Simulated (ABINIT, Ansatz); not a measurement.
# Quasiparticle gap of KRb2BiF6 (Fm-3m) in ABINIT

Aim: the G0W0 gap of KRb2BiF6 (Fm-3m) on LDA, step by step.

Method: LDA and many-body steps on it, plane waves, in ABINIT 10.8.3.

## 1. Starting point

Symmetry: Fm-3m, No. 225, cubic system. The conventional cell has a = 9.369 Å, b = 9.369 Å, c = 9.369 Å, α = 90.00°, β = 90.00°, γ = 90.00°. Nearest to K lie 6 F at 2.48 Å. Nearest to Rb lie 12 F at 3.32 Å. Nearest to Bi lie 6 F at 2.20 Å. Nearest to F lie 1 Bi at 2.20 Å and 1 K at 2.48 Å and 4 Rb at 3.32 Å. Farther neighbours and most contacts between anions are not listed.

The cell and positions come from the Crystallography Open Database and are kept as given unless a step says otherwise. Spin-orbit coupling is left out unless a step names it.

## 2. Ground state

This step: ABINIT 10.8.3; DFT, LDA, plane waves, norm-conserving pseudopotentials.

The ground-state density comes first.

run.abi reads:

```
acell 3*1.0 Angstrom
rprim 
  -0.000000000000 4.684500000000 4.684500000000
  4.684500000000 -0.000000000000 4.684500000000
  4.684500000000 4.684500000000 -0.000000000000
ntypat 4
znucl 19 37 83 9
natom 10
typat 1 2 2 3 4 4 4 4 4 4
xred 
  0.500000000000 0.500000000000 0.500000000000
  0.250000000000 0.250000000000 0.250000000000
  0.750000000000 0.750000000000 0.750000000000
  -0.000000000000 0.000000000000 -0.000000000000
  0.765000000000 0.235000000000 0.235000000000
  0.235000000000 0.765000000000 0.235000000000
  0.235000000000 0.765000000000 0.765000000000
  0.765000000000 0.235000000000 0.765000000000
  0.235000000000 0.235000000000 0.765000000000
  0.765000000000 0.765000000000 0.235000000000
pp_dirpath "pseudos"
pseudos "K.upf, Rb.upf, Bi.upf, F.upf"
ecut 36
ngkpt 4 4 4
nshiftk 1
shiftk 0 0 0
kptopt 1
chksymbreak 0
nband 55
occopt 1
tolvrs 1e-10
nstep 60
prtwf 0
optforces 0
optstress 0
indata_prefix "in"
outdata_prefix "out"
tmpdata_prefix "tmp"
```

On the command line:

```
$ OMP_NUM_THREADS=1 mpirun -n 8 abinit run.abi > log
```

Numbers of over 12 decimals in the logs are rounded to 6 here.

The log of the run:

```text
.Version 10.8.3 of ABINIT. v10.8.2 released Aug 2026.

 Symmetries : space group Fm -3 m (#225); Bravais cF (face-center cubic)
================================================================================
 Values of the parameters that define the memory need of the present run
     intxc =       0    ionmov =       0      iscf =       7    lmnmax =       6
     lnmax =       6     mgfft =      72  mpssoang =       3    mqgrid =    3001
     natom =      10  nloc_mem =       1    nspden =       1   nspinor =       1
    nsppol =       1      nsym =      48    n1xccc =    2501    ntypat =       4
    occopt =       1   xclevel =       1
-    mband =          55        mffmem =           1         mkmem =           1
       mpw =       14368          nfft =      373248          nkpt =           8
================================================================================
  Rough estimation (10% accuracy) of disk space for files :
================================================================================

--------------------------------------------------------------------------------
------------- Echo of variables that govern the present computation ------------
--------------------------------------------------------------------------------
 -outvars: echo values of preprocessed input variables --------
            acell      1.8897261259E+00  1.8897261259E+00  1.8897261259E+00 Bohr

      chksymbreak           0
             ecut      3.60000000E+01 Hartree
-          fftalg         312

              ixc       -1012
              kpt      0.00000000E+00  0.00000000E+00  0.00000000E+00
                       2.50000000E-01  0.00000000E+00  0.00000000E+00
                       5.00000000E-01  0.00000000E+00  0.00000000E+00
                       2.50000000E-01  2.50000000E-01  0.00000000E+00
                       5.00000000E-01  2.50000000E-01  0.00000000E+00
                      -2.50000000E-01  2.50000000E-01  0.00000000E+00
                       5.00000000E-01  5.00000000E-01  0.00000000E+00
                      -2.50000000E-01  5.00000000E-01  2.50000000E-01
         kptrlatt        4    0    0      0    4    0      0    0    4
          kptrlen      5.00768612E+01
P           mkmem           1
            natom          10
            nband          55
            ngfft          72      72      72
             nkpt           8
            nstep          60
             nsym          48
           ntypat           4
              occ      2.000000  2.000000  2.000000  2.000000  2.000000  2.000000
                       2.000000  2.000000  2.000000  2.000000  2.000000  2.000000
                       2.000000  2.000000  2.000000  2.000000  2.000000  2.000000
                       2.000000  2.000000  2.000000  2.000000  2.000000  2.000000
                       2.000000  2.000000  2.000000  2.000000  2.000000  2.000000
                       2.000000  2.000000  2.000000  2.000000  2.000000  2.000000
                       2.000000  2.000000  2.000000  2.000000  2.000000  2.000000
                       2.000000  2.000000  2.000000  2.000000  0.000000  0.000000
                       0.000000  0.000000  0.000000  0.000000  0.000000  0.000000
                       0.000000
        optforces           0
        optstress           0
            prtwf           0
            rprim     -0.0000000000E+00  4.6845000000E+00  4.6845000000E+00
                       4.6845000000E+00 -0.0000000000E+00  4.6845000000E+00
                       4.6845000000E+00  4.6845000000E+00 -0.0000000000E+00
          spgroup         225

           tolvrs      1.00000000E-10

             xred      5.0000000000E-01  5.0000000000E-01  5.0000000000E-01
                       2.5000000000E-01  2.5000000000E-01  2.5000000000E-01
[...]
znucl       19.00000   37.00000   83.00000    9.00000

================================================================================

 chkinp: Checking input parameters for consistency.

================================================================================
== DATASET  1 ==================================================================
-   mpi_nproc: 8, omp_nthreads: 1 (-1 if OMP is not activated)

--- !DatasetInfo
iteration_state: {dtset: 1, }
dimensions: {natom: 10, nkpt: 8, mband: 55, nsppol: 1, nspinor: 1, nspden: 1, mpw: 14368, }
cutoff_energies: {ecut:  36.0, pawecutdg:  -1.0, }
electrons: {nelect:   9.20000000E+01, charge:   0.00000000E+00, occopt:   1.00000000E+00, tsmear:   1.00000000E-02, }

 Real(R)+Recip(G) space primitive vectors, cartesian coordinates (Bohr,Bohr^-1):
 R(1)=  0.0000000  8.8524220  8.8524220  G(1)= -0.0564817  0.0564817  0.0564817
 R(2)=  8.8524220  0.0000000  8.8524220  G(2)=  0.0564817 -0.0564817  0.0564817
 R(3)=  8.8524220  8.8524220  0.0000000  G(3)=  0.0564817  0.0564817 -0.0564817
 Unit cell volume ucvol=  1.3874468E+03 bohr^3
 Angles (23,13,12)=  6.00000000E+01  6.00000000E+01  6.00000000E+01 degrees

 getcut: wavevector=  0.0000  0.0000  0.0000  ngfft=  72  72  72
         ecut(hartree)=     36.000   => boxcut(ratio)=   2.12931

--- Pseudopotential description ------------------------------------------------
- K Generated using ONCVPSP code by D. R. Hamann
- 19.00000   9.00000  180309                  znucl, zion, pspdat
[...]
2   -2.364936
 pspatm: atomic psp has been read  and splines computed

   1.24436401E+04                                ecore*ucvol(ha*bohr**3)
--------------------------------------------------------------------------------

_setup2: Arith. and geom. avg. npw (full set) are   14313.234   14313.210

================================================================================

--- !BeginCycle
iteration_state: {dtset: 1, }
solver: {iscf: 7, nstep: 60, nline: 4, wfoptalg: 0, }
tolerances: {tolvrs: 1.00E-10, }

     iter   Etot(hartree)      deltaE(h)  residm     vres2
 ETOT  1  -463.08230769447    -4.631E+02 2.621E-01 1.482E+03
 ETOT  2  -464.10247853003    -1.020E+00 1.818E-02 3.389E+02
 ETOT  3  -464.18385196049    -8.137E-02 4.728E-03 2.116E+02
 ETOT  4  -464.20639841879    -2.255E-02 3.159E-03 3.577E+01
 ETOT  5  -464.21223666397    -5.838E-03 1.052E-03 2.853E+00
 ETOT  6  -464.21241791547    -1.813E-04 4.178E-04 4.237E-01
 ETOT  7  -464.21243930673    -2.139E-05 3.849E-04 1.301E-02
 ETOT  8  -464.21243855423     7.525E-07 2.894E-04 8.983E-03
 ETOT  9  -464.21243988008    -1.326E-06 2.841E-04 4.769E-05
 ETOT 10  -464.21243988848    -8.400E-09 1.929E-04 9.967E-07
 ETOT 11  -464.21243988848     1.648E-12 1.694E-04 1.355E-07
 ETOT 12  -464.21243988863    -1.527E-10 1.079E-04 2.751E-09
 ETOT 13  -464.21243988853     1.046E-10 9.251E-05 1.515E-10
 ETOT 14  -464.21243988857    -4.394E-11 5.697E-05 2.695E-12

 At SCF step   14       vres2   =  2.69E-12 < tolvrs=  1.00E-10 =>converged.

--- !ResultsGS
iteration_state: {dtset: 1, }
comment   : Summary of ground state results
lattice_vectors:
- [ -0.0000000,   8.8524220,   8.8524220, ]
- [  8.8524220,  -0.0000000,   8.8524220, ]
- [  8.8524220,   8.8524220,  -0.0000000, ]
lattice_lengths: [  12.51922,   12.51922,   12.51922, ]
lattice_angles: [ 60.000,  60.000,  60.000, ] # degrees, (23, 13, 12)
lattice_volume:   1.3874468E+03
convergence: {deltae: -4.394E-11, res2:  2.695E-12, residm:  5.697E-05, diffor:  0.000E+00, }
etotal    :  -4.64212440E+02
entropy   :   0.00000000E+00
fermie    :   3.52493391E-02
cartesian_stress_tensor: null
pressure_GPa: null
xred      :
- [  5.0000E-01,   5.0000E-01,   5.0000E-01,  K]
- [  2.5000E-01,   2.5000E-01,   2.5000E-01, Rb]
- [  7.5000E-01,   7.5000E-01,   7.5000E-01, Rb]
- [  0.0000E+00,   0.0000E+00,   0.0000E+00, Bi]
- [  7.6500E-01,   2.3500E-01,   2.3500E-01,  F]
- [  2.3500E-01,   7.6500E-01,   2.3500E-01,  F]
- [  2.3500E-01,   7.6500E-01,   7.6500E-01,  F]
- [  7.6500E-01,   2.3500E-01,   7.6500E-01,  F]
- [  2.3500E-01,   2.3500E-01,   7.6500E-01,  F]
- [  7.6500E-01,   7.6500E-01,   2.3500E-01,  F]
cartesian_forces: null
force_length_stats: {min: null, max: null, mean: null, }

 Integrated electronic density in atomic spheres:
 ------------------------------------------------
 Atom  Sphere_radius  Integrated_density
[...]
================================================================================

 ----iterations are completed or convergence reached----

 Mean square residual over all n,k,spin=   44.891E-08; max=  56.967E-06
 reduced coordinates (array xred) for   10 atoms
[...]
0.235000000000      0.765000000000      0.235000000000
       0.235000000000      0.765000000000      0.765000000000
       0.765000000000      0.235000000000      0.765000000000
       0.235000000000      0.235000000000      0.765000000000
       0.765000000000      0.765000000000      0.235000000000
 rms dE/dt=  0.0000E+00; max dE/dt=  0.0000E+00; dE/dt below (all hartree)
    1       0.000000000000      0.000000000000      0.000000000000
    2       0.000000000000      0.000000000000      0.000000000000
    3       0.000000000000      0.000000000000      0.000000000000
    4       0.000000000000      0.000000000000      0.000000000000
    5       0.000000000000      0.000000000000      0.000000000000
    6       0.000000000000      0.000000000000      0.000000000000
    7       0.000000000000      0.000000000000      0.000000000000
    8       0.000000000000      0.000000000000      0.000000000000
    9       0.000000000000      0.000000000000      0.000000000000
   10       0.000000000000      0.000000000000      0.000000000000

 cartesian coordinates (angstrom) at end:
[...]
6      4.684500     2.201715     4.684500
    7      7.167285     4.684500     4.684500
    8      4.684500     7.167285     4.684500
    9      4.684500     4.684500     2.201715
   10      4.684500     4.684500     7.167285
 length scales=  1.889726125908  1.889726125908  1.889726125908 bohr
              =  1.000000000000  1.000000000000  1.000000000000 angstroms
 prteigrs : about to open file out_EIG
 Fermi (or HOMO) energy (hartree) =   0.03525   Average Vxc (hartree)=  -0.33567
 Eigenvalues (hartree) for nkpt=   8  k points:
 kpt#   1, nband= 55, wtk=  0.01563, kpt=  0.0000  0.0000  0.0000 (reduced coord)
  -5.54438   -3.26459   -3.26459   -3.26459   -0.94186   -0.89401   -0.89344   -0.77874
  -0.77874   -0.74871   -0.74155   -0.74155   -0.74155   -0.73802   -0.73802   -0.73802
  -0.69384   -0.69384   -0.34749   -0.34749   -0.34749   -0.31168   -0.31168   -0.31168
  -0.30747   -0.30747   -0.30747   -0.30675   -0.12010   -0.12010   -0.12010   -0.08164
  -0.08164   -0.08164   -0.07226   -0.07226   -0.06353   -0.06353   -0.06353   -0.06188
  -0.06188   -0.06188   -0.05021   -0.05021   -0.05021    0.01656    0.19607    0.22740
   0.22740    0.22740    0.27155    0.27155    0.33524    0.33524    0.33557
 prteigrs : prtvol=0 or 1, do not print more k-points.

--- !EnergyTerms
iteration_state     : {dtset: 1, }
comment             : Components of total free energy in Hartree
kinetic             :  1.86586656504883E+02
hartree             :  1.67595271373819E+02
xc                  : -8.82217127096188E+01
Ewald energy        : -2.34344344366938E+02
psp_core            :  8.96873336600675E+00
local_psp           : -5.03551262217378E+02
non_local_psp       : -1.24578183934472E+00
total_energy        : -4.64212439888571E+02
total_energy_eV     : -1.26318640019971E+04
band_energy         : -6.13645927936557E+01

== END DATASET(S) ==============================================================
================================================================================

 -outvars: echo values of variables after computation  --------
           etotal     -4.6421243989E+02
            nband          55
             nkpt           8
          spgroup         225
 [... the other variables as echoed above ...]

 Calculation completed.
```

Run time: 2.2 min. Hardware: 8 MPI ranks of Arm Neoverse N1, shared host; peak memory 1.3 GiB; 18 min of CPU time.

This step gave:

```
total energy               : -12631.8640 eV
gap                        : 4.376 eV
k of the valence top       : 0.5, 0, 0
k of the conduction bottom : 0, 0, 0
least direct gap           : 4.591 eV
```

The gap is indirect, with the least direct gap 0.21 eV higher.

## 3. Empty states on the mesh, 2×2×2 mesh, 562 bands

The sums over transitions need many empty states on a uniform mesh; this step solves for them.

run.abi, as its differences from that of step 2:

```diff
@@ -23,3 +23,3 @@
 ecut 36
-ngkpt 4 4 4
+ngkpt 2 2 2
 nshiftk 1
@@ -28,9 +28,10 @@
 chksymbreak 0
-nband 55
-occopt 1
-tolvrs 1e-10
+iscf -2
+irdden 1
+istwfk *1
+nband 562
+nbdbuf 50
+tolwfr 1e-09
 nstep 60
-prtwf 0
-optforces 0
-optstress 0
+prtvol 0
 indata_prefix "in"
```

The log of the run:

```text
.Version 10.8.3 of ABINIT. v10.8.2 released Aug 2026.

 Symmetries : space group Fm -3 m (#225); Bravais cF (face-center cubic)
[... echo of the input left out ...]
== DATASET  1 ==================================================================
-   mpi_nproc: 8, omp_nthreads: 1 (-1 if OMP is not activated)
-    --> not optimal distribution: autoparal keyword recommended in input file <--

--- !DatasetInfo
iteration_state: {dtset: 1, }
dimensions: {natom: 10, nkpt: 3, mband: 562, nsppol: 1, nspinor: 1, nspden: 1, mpw: 14344, }
cutoff_energies: {ecut:  36.0, pawecutdg:  -1.0, }
electrons: {nelect:   9.20000000E+01, charge:   0.00000000E+00, occopt:   1.00000000E+00, tsmear:   1.00000000E-02, }

 Real(R)+Recip(G) space primitive vectors, cartesian coordinates (Bohr,Bohr^-1):
 R(1)=  0.0000000  8.8524220  8.8524220  G(1)= -0.0564817  0.0564817  0.0564817
 R(2)=  8.8524220  0.0000000  8.8524220  G(2)=  0.0564817 -0.0564817  0.0564817
 R(3)=  8.8524220  8.8524220  0.0000000  G(3)=  0.0564817  0.0564817 -0.0564817
 Unit cell volume ucvol=  1.3874468E+03 bohr^3
 Angles (23,13,12)=  6.00000000E+01  6.00000000E+01  6.00000000E+01 degrees

 getcut: wavevector=  0.0000  0.0000  0.0000  ngfft=  72  72  72
         ecut(hartree)=     36.000   => boxcut(ratio)=   2.12931

--- Pseudopotential description ------------------------------------------------
- K Generated using ONCVPSP code by D. R. Hamann
- 19.00000   9.00000  180309                  znucl, zion, pspdat
12 -1012 2 -1 2170                            pspcod,pspxc,lmax,lloc,mmax
     nproj     2     2     2
  pspatm : epsatm=    8.21740868
         --- l  ekb(1:nproj) -->
             0   10.940065    0.829722
             1    4.437415    0.568178
             2   -3.386874   -1.066382
 pspatm: atomic psp has been read  and splines computed

- Rb Generated using ONCVPSP code by D. R. Hamann
- 37.00000   9.00000  180309                  znucl, zion, pspdat
12 -1012 2 -1 2226                            pspcod,pspxc,lmax,lloc,mmax
     nproj     2     2     2
  pspatm : epsatm=   34.43095479
         --- l  ekb(1:nproj) -->
[...]
pspatm: atomic psp has been read  and splines computed

- Bi Generated using ONCVPSP code by D. R. Hamann
- 83.00000  23.00000  180309                  znucl, zion, pspdat
12 -1012 2 -1 1454                            pspcod,pspxc,lmax,lloc,mmax
     nproj     2     2     2
  pspatm : epsatm=   28.50282335
         --- l  ekb(1:nproj) -->
[...]
pspatm: atomic psp has been read  and splines computed

- F Generated using ONCVPSP code by D. R. Hamann
-  9.00000   7.00000  201202                  znucl, zion, pspdat
12 -1012 2 -1 824                             pspcod,pspxc,lmax,lloc,mmax
     nproj     2     2     1
  pspatm : epsatm=    4.94580260
         --- l  ekb(1:nproj) -->
[...]
2   -2.364936
[...]
1.31E-03  1.08E-03
 -5.5444E+00 -3.2646E+00 -3.2646E+00 -3.2646E+00 -9.4186E-01 -8.9401E-01
 -8.9344E-01 -7.7874E-01 -7.7874E-01 -7.4871E-01 -7.4155E-01 -7.4155E-01
 -7.4155E-01 -7.3802E-01 -7.3802E-01 -7.3802E-01 -6.9384E-01 -6.9384E-01
[...]
3.6545E+00  3.6777E+00  3.6778E+00  3.6859E+00  3.6859E+00  3.6859E+00
  3.6859E+00  3.6860E+00  3.7228E+00  3.7710E+00  3.7733E+00  3.7758E+00
  3.7802E+00  3.7863E+00  3.7891E+00  3.7979E+00
 prteigrs : prtvol=0 or 1, do not print more k-points.

--- !ResultsGS
iteration_state: {dtset: 1, }
comment   : Summary of ground state results
lattice_vectors:
- [ -0.0000000,   8.8524220,   8.8524220, ]
- [  8.8524220,  -0.0000000,   8.8524220, ]
- [  8.8524220,   8.8524220,  -0.0000000, ]
lattice_lengths: [  12.51922,   12.51922,   12.51922, ]
lattice_angles: [ 60.000,  60.000,  60.000, ] # degrees, (23, 13, 12)
lattice_volume:   1.3874468E+03
convergence: {deltae:  0.000E+00, res2:  0.000E+00, residm:  9.964E-10, diffor:  0.000E+00, }
etotal    :  -4.64212440E+02
entropy   :   0.00000000E+00
fermie    :   3.52493391E-02
cartesian_stress_tensor: null
pressure_GPa: null
xred      :
- [  5.0000E-01,   5.0000E-01,   5.0000E-01,  K]
- [  2.5000E-01,   2.5000E-01,   2.5000E-01, Rb]
- [  7.5000E-01,   7.5000E-01,   7.5000E-01, Rb]
- [  0.0000E+00,   0.0000E+00,   0.0000E+00, Bi]
- [  7.6500E-01,   2.3500E-01,   2.3500E-01,  F]
- [  2.3500E-01,   7.6500E-01,   2.3500E-01,  F]
- [  2.3500E-01,   7.6500E-01,   7.6500E-01,  F]
- [  7.6500E-01,   2.3500E-01,   7.6500E-01,  F]
- [  2.3500E-01,   2.3500E-01,   7.6500E-01,  F]
- [  7.6500E-01,   7.6500E-01,   2.3500E-01,  F]
cartesian_forces: null
force_length_stats: {min: null, max: null, mean: null, }

 Integrated electronic density in atomic spheres:
 ------------------------------------------------
 Atom  Sphere_radius  Integrated_density
[...]
================================================================================

 ----iterations are completed or convergence reached----

 Mean square residual over all n,k,spin=   49.567E-11; max=  99.638E-11
 reduced coordinates (array xred) for   10 atoms
[...]
0.235000000000      0.235000000000      0.765000000000
       0.765000000000      0.765000000000      0.235000000000

 cartesian coordinates (angstrom) at end:
    1      4.684500     4.684500     4.684500
    2      2.342250     2.342250     2.342250
[...]
9      4.684500     4.684500     2.201715
   10      4.684500     4.684500     7.167285
 length scales=  1.889726125908  1.889726125908  1.889726125908 bohr
              =  1.000000000000  1.000000000000  1.000000000000 angstroms
 prteigrs : about to open file out_EIG
 Eigenvalues (hartree) for nkpt=   3  k points:
 kpt#   1, nband=562, wtk=  0.12500, kpt=  0.0000  0.0000  0.0000 (reduced coord)
[...]
3.65447    3.65448    3.65448    3.67773    3.67777    3.68591    3.68593    3.68593
   3.68594    3.68596    3.72279    3.77095    3.77333    3.77579    3.78020    3.78626
   3.78909    3.79786
 prteigrs : prtvol=0 or 1, do not print more k-points.

== END DATASET(S) ==============================================================
================================================================================

 -outvars: echo values of variables after computation  --------
            nband         562
             nkpt           3
          spgroup         225
 [... the other variables as echoed above ...]

 Calculation completed.
```

It took 33 min on 8 MPI ranks; peak memory 1.4 GiB; 4.2 h of CPU time.

This step gave:

* gap: 4.376 eV
* k of the valence top: 0.5, 0, 0
* k of the conduction bottom: 0, 0, 0
* least direct gap: 4.591 eV
* k points computed: 3
* lowest point of the top converged band, above the valence top: 93.9266 eV

On this mesh the gap is 4.376 eV.

(Continued in part 2 of 2.)

[Paths, hosts, dates, memory and timing lines, banners, echoed tables and standing remarks are left out of the program output.]

[Logs are printed without paths, hosts, clocks, repeated set-up lines and the standing remarks that a program may print on its own settings, such as how far it seeks lower states.]

[Runs of the session that timed out or met a known fault of the program may be left out.]

[Hosts, paths, dates, database ids (printed as entryN), source tags and the programs' standing remarks are cut or masked in the printed files.]

[G0W0 gaps are taken among the corrected bands and points alone; a level outside them can change the order at an edge.]

[Where Ansatz stands beside ABINIT at settings called matched, ABINIT's density can come from a denser mesh and the files from another edition; pairs whose starting gaps differed by over 0.03 eV were left out, so agreement reads better than it is.]
